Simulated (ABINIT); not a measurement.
# BaH2 (P6_3/mmc): one start, several treatments of the self-energy, part 3 of 3

Aim: compare treatments of exchange, screening and correlation for the gap of BaH2 (P6_3/mmc).

ABINIT 10.8.3; PBEsol and many-body steps on it, plane waves. Known limits of the many-body steps: not at the basis limit; no spin-orbit coupling; coarse k mesh.

So far. Step 10 (One-shot Hartree-Fock): Against G0W0 in ABINIT (3×3×2 mesh, 323 bands, screening to 190.5 eV, Godby-Needs plasmon pole), the gap moves by +5.595 eV. Step 12 (G0W0, contour deformation): Against G0W0 in ABINIT (3×3×2 mesh, 323 bands, screening to 190.5 eV, Godby-Needs plasmon pole), the gap moves by −0.128 eV.

**13. Screening, 3×3×2 mesh, 323 bands, screening to 190.5 eV**

This step: RPA screening on PBEsol, plane waves, norm-conserving pseudopotentials.

run.abi

```
acell 3*1.0 Angstrom
rprim 
  4.462025052349 0.000000000014 0.000000000000
  -2.231012526186 3.864227047650 0.000000000000
  0.000000000000 0.000000000000 6.055292590000
ntypat 2
znucl 56 1
natom 6
typat 1 1 2 2 2 2
xred 
  0.666666666667 0.333333333333 0.750000000000
  0.333333333333 0.666666666667 0.250000000000
  0.333333333333 0.666666666667 0.750000000000
  0.666666666667 0.333333333333 0.250000000000
  -0.000000000000 -0.000000000000 0.500000000000
  -0.000000000000 -0.000000000000 0.000000000000
pp_dirpath "pseudos"
pseudos "Ba.upf, H.upf"
ecut 32
ngkpt 3 3 2
nshiftk 1
shiftk 0 0 0
kptopt 1
chksymbreak 0
istwfk *1
occopt 1
irdwfk 1
optdriver 3
nband 323
ecuteps 7
inclvkb 2
awtr 1
symchi 1
gwcalctyp 1
nfreqre 0
nfreqim 16
indata_prefix "in"
outdata_prefix "out"
tmpdata_prefix "tmp"
```

Run with:

```
$ OMP_NUM_THREADS=1 mpirun -n 8 abinit run.abi > log
```

Numbers of over 12 decimals in the logs are rounded to 6 here.

The program printed:

```text
.Version 10.8.3 of ABINIT. v10.8.2 released Aug 2026.

 Symmetries : space group P6_3/m m c (#194); Bravais hP (primitive hexag.)
[... echo of the input left out ...]
== DATASET  1 ==================================================================
-   mpi_nproc: 8, omp_nthreads: 1 (-1 if OMP is not activated)

--- !DatasetInfo
iteration_state: {dtset: 1, }
dimensions: {natom: 6, nkpt: 6, mband: 323, nsppol: 1, nspinor: 1, nspden: 1, mpw: 6126, }
cutoff_energies: {ecut:  32.0, pawecutdg:  -1.0, }
[...]
No. of calculated frequencies >  15, stop printing
 For q-point:  0.000010 0.000020 0.000030
  dielectric constant =   5.8417
  dielectric constant without local fields =   6.5046

  Average fulfillment of the sum rule on Im[epsilon] for q-point    1 :     99.32  [%]
[... wings left out ...]
  q-point number  2        q = ( 0.333333, 0.000000, 0.000000) [r.l.u.]
--------------------------------------------------------------------------------
[... chi0 elements left out ...]
  [... further frequencies ...]

 No. of calculated frequencies >  15, stop printing
  Average fulfillment of the sum rule on Im[epsilon] for q-point    2 :    101.98  [%]

 [... 4 further q-points ...]
```

Run time: 4.1 min. Hardware: 8 MPI ranks of Intel Xeon Platinum 8488C (Sapphire Rapids), shared host; peak memory 3.8 GiB.

This step gave:

```yaml
eps_infinity_with_local_fields_on_this_mesh_along_the_program_s_q_direction: 5.842
the_same_without_local_fields: 6.505
plasma_frequency: 17.80 eV
plane_waves_in_the_screening_matrix: 601
```

**14. G0W0, analytic continuation**

This step: G0W0 on PBEsol, plane waves, norm-conserving pseudopotentials.

run.abi: that of step 13 with these lines changed.

```diff
@@ -27,11 +27,19 @@
 irdwfk 1
-optdriver 3
+optdriver 4
 nband 323
+gwcalctyp 1
+ecutsigx 32
+symsigma 1
+nkptgw 2
+kptgw 
+  0.0000000000 0.0000000000 0.0000000000
+  0.3333333333 0.3333333333 0.5000000000
+bdgw 
+  11 14
+  11 14
 ecuteps 7
-inclvkb 2
-awtr 1
-symchi 1
-gwcalctyp 1
-nfreqre 0
-nfreqim 16
+irdscr 1
+nomegasi 12
+omegasimax 25 eV
+gwmem 01
 indata_prefix "in"
```

The program printed:

```text
.Version 10.8.3 of ABINIT. v10.8.2 released Aug 2026.

 Symmetries : space group P6_3/m m c (#194); Bravais hP (primitive hexag.)
[... echo of the input left out ...]
== DATASET  1 ==================================================================
-   mpi_nproc: 8, omp_nthreads: 1 (-1 if OMP is not activated)

--- !DatasetInfo
iteration_state: {dtset: 1, }
dimensions: {natom: 6, nkpt: 6, mband: 323, nsppol: 1, nspinor: 1, nspden: 1, mpw: 6126, }
cutoff_energies: {ecut:  32.0, pawecutdg:  -1.0, }
[...]
Band     E0 <VxcDFT>   SigX SigC(E0)      Z dSigC/dE  Sig(E)    E-E0       E
[...]
14   0.737  -8.695  -4.279  -3.849   0.742  -0.346  -8.280   0.414   1.151
       14   0.000   0.000   0.000   0.031   0.025   0.046   0.037   0.037   0.037

== END DATASET(S) ==============================================================
================================================================================

 -outvars: echo values of variables after computation  --------
           etotal      0.0000000000E+00
            nband         323
             nkpt           6
          spgroup         194
 [... the other variables as echoed above ...]

 Calculation completed.
```

Elapsed: 36 s, on 8 MPI ranks; peak memory 4.9 GiB; 4.8 min of CPU time.

Numbers from this step:

| Quantity | Value |
| --- | --- |
| G0W0 gap on the points computed | 2.799 eV |
| starting gap on the mesh | 1.473 eV |
| k of the valence top | 0, 0, 0 |
| k of the conduction bottom | 0.3333, 0.3333, 0.5 |
| least direct G0W0 gap on the computed points | 4.165 eV |

Against G0W0 in ABINIT (3×3×2 mesh, 323 bands, screening to 190.5 eV, Godby-Needs plasmon pole), the gap moves by −0.255 eV.

**15. Side by side**

Times are wall times on 8 MPI ranks of Intel Xeon Platinum 8488C (Sapphire Rapids), shared host, good to a factor of about two. A run's time includes the screening step that it read.

```csv
run,mesh,bands,screening cutoff (eV),DFT gap (eV),gap on the mesh (eV),direct (eV),ε∞ used,time
"G0W0, Godby-Needs plasmon pole",3×3×2,323,190.5,1.473,3.054,4.349,5.84,80 s
"G0W0, Hybertsen-Louie plasmon pole",3×3×2,323,190.5,1.473,3.143,4.432,5.84,81 s
"G0W0, von der Linden-Horsch plasmon pole",3×3×2,323,190.5,1.473,3.086,4.401,5.84,68 s
"G0W0, Engel-Farid plasmon pole",3×3×2,323,190.5,1.473,2.995,4.303,5.84,67 s
one-shot SEX,3×3×2,323,190.5,1.473,2.203,3.785,5.84,49 s
one-shot COHSEX,3×3×2,323,190.5,1.473,3.964,5.247,5.84,49 s
one-shot Hartree-Fock,3×3×2,-,-,1.473,8.649,9.988,-,2.5 s
"G0W0, contour deformation",3×3×2,323,190.5,1.473,2.926,4.227,5.98,2.8 min
"G0W0, analytic continuation",3×3×2,323,190.5,1.473,2.799,4.165,5.84,4.7 min
```

**16. Results**

| Quantity | Value |
| --- | --- |
| G0W0, Godby-Needs plasmon pole | 3.054 eV |
| G0W0, Hybertsen-Louie plasmon pole | 3.143 eV |
| G0W0, von der Linden-Horsch plasmon pole | 3.086 eV |
| G0W0, Engel-Farid plasmon pole | 2.995 eV |
| one-shot SEX | 2.203 eV |
| one-shot COHSEX | 3.964 eV |
| one-shot Hartree-Fock | 8.649 eV |
| G0W0, contour deformation | 2.926 eV |
| G0W0, analytic continuation | 2.799 eV |
| known limits | not at the basis limit; no spin-orbit coupling; coarse k mesh |

What this shows: G0W0, Hybertsen-Louie plasmon pole: +0.089 eV against G0W0, Godby-Needs plasmon pole. G0W0, von der Linden-Horsch plasmon pole: +0.032 eV against G0W0, Godby-Needs plasmon pole. G0W0, Engel-Farid plasmon pole: −0.059 eV against G0W0, Godby-Needs plasmon pole. One-shot SEX: −0.851 eV against G0W0, Godby-Needs plasmon pole. One-shot COHSEX: +0.910 eV against G0W0, Godby-Needs plasmon pole. One-shot Hartree-Fock: +5.595 eV against G0W0, Godby-Needs plasmon pole. G0W0, contour deformation: −0.128 eV against G0W0, Godby-Needs plasmon pole. G0W0, analytic continuation: −0.255 eV against G0W0, Godby-Needs plasmon pole. Bare exchange alone opens the gap to 8.65 eV; against G0W0, correlation takes back 5.59 eV. Static COHSEX lies above G0W0: it lacks the factor Z and overstates the Coulomb hole of the filled states. Bands and cutoff are finite, so the gap is not at the basis limit. The miss can reach some tenths of an eV and take either sign; the mesh is an error of its own. In the first G0W0 run levels were corrected at 2 k points alone, so a gap called «on the mesh» is the least over those, and an edge elsewhere would be missed. The 3×3×2 mesh is coarse for this cell, which bears on the long-range parts of exchange and screening. The many-body steps are scalar-relativistic: spin-orbit coupling is not in them.

[Paths, hosts, dates, memory and timing lines, banners, echoed tables and standing remarks are left out of the program output.]

[Logs are printed without paths, hosts, clocks, repeated set-up lines and the standing remarks that a program may print on its own settings, such as how far it seeks lower states.]

[Runs of the session that timed out or met a known fault of the program may be left out.]

[No measured gap is set beside runs whose start may be inverted or whose files or cutoffs have a known fault.]

[Hosts, paths, dates, database ids (printed as entryN), source tags and the programs' standing remarks are cut or masked in the printed files.]

[G0W0 gaps are taken among the corrected bands and points alone; a level outside them can change the order at an edge.]

[Where Ansatz stands beside ABINIT at settings called matched, ABINIT's density can come from a denser mesh and the files from another edition; pairs whose starting gaps differed by over 0.03 eV were left out, so agreement reads better than it is.]
